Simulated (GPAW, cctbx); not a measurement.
# What do these deviations say about the bonding?

Ag5Ir, R32 (no. 155), a = 4.9930 Å, b = 4.9930 Å, c = 14.2568 Å, α = 90.00°, β = 90.00°, γ = 120.00°.

| atom | mult. | x | y | z |
| --- | --- | --- | --- | --- |
| Ir1 | 3 | 0 | 0 | 0 |
| Ag1 | 9 | 0.9944 | 2/3 | 1/6 |
| Ag2 | 6 | 1/3 | 2/3 | 0.0010 |

The cell comes from substitution in a known structure type and wasn't matched to any measured phase.

Absolute values of the static structure factors of the conventional cell from DFT (PBE, GPAW) against free spherical atoms, in electrons:

| hkl | d (Å) | free atoms | crystal |
| --- | --- | --- | --- |
| 003 | 4.752 | 86.46 | 87.25 |
| 101 | 4.138 | 92.05 | 92.90 |
| 1 0 -2 | 3.697 | 79.83 | 80.63 |
| 104 | 2.750 | 70.00 | 70.55 |
| 110 | 2.497 | 389.37 | 388.52 |
| 1 0 -5 | 2.380 | 93.46 | 93.80 |
| 006 | 2.376 | 754.57 | 752.47 |
| 113 | 2.210 | 639.09 | 637.41 |
| 2 0 -1 | 2.138 | 64.65 | 64.96 |
| 202 | 2.069 | 94.60 | 94.84 |

**Question.** Which way does charge move, and which reflections show it best?

Project each element's phase sum on the total phase. |F| rises if density moves to atoms that scatter in phase and falls if it moves to atoms that scatter against it; the rule is for low angles, since changes of shape take over beyond. Where all elements are in phase the terms compete, and the compactness of the donor's and the acceptor's density matters too.

| hkl | Ir in phase | Ag in phase | change (e) | (%) |
| --- | --- | --- | --- | --- |
| 003 | +3.0 | -3.0 | +0.79 | +0.9 |
| 101 | +3.0 | -2.8 | +0.85 | +0.9 |
| 1 0 -2 | +3.0 | -3.1 | +0.80 | +1.0 |
| 104 | +3.0 | -3.3 | +0.55 | +0.8 |
| 110 | +1.9 | +6.9 | -0.85 | -0.2 |
| 1 0 -5 | +3.0 | -2.7 | +0.33 | +0.4 |
| 006 | +3.0 | +15.0 | -2.10 | -0.3 |
| 113 | +2.7 | +12.9 | -1.68 | -0.3 |

Low-angle reflections that set elements apart and change by more than 0.05 e: 003, 101, 1 0 -2, 104 and 1 0 -5. The signs fit a gain of density on Ir and a loss on Ag. The best witness is 1 0 -2, +1.0 %, where Ir enters with +3.0. The real-space density agrees: Voronoi charges Ir -0.30, Ag +0.06 e. The shortest bond, Ag–Ag, has Δρ = +0.02 e/Å³ at its midpoint.
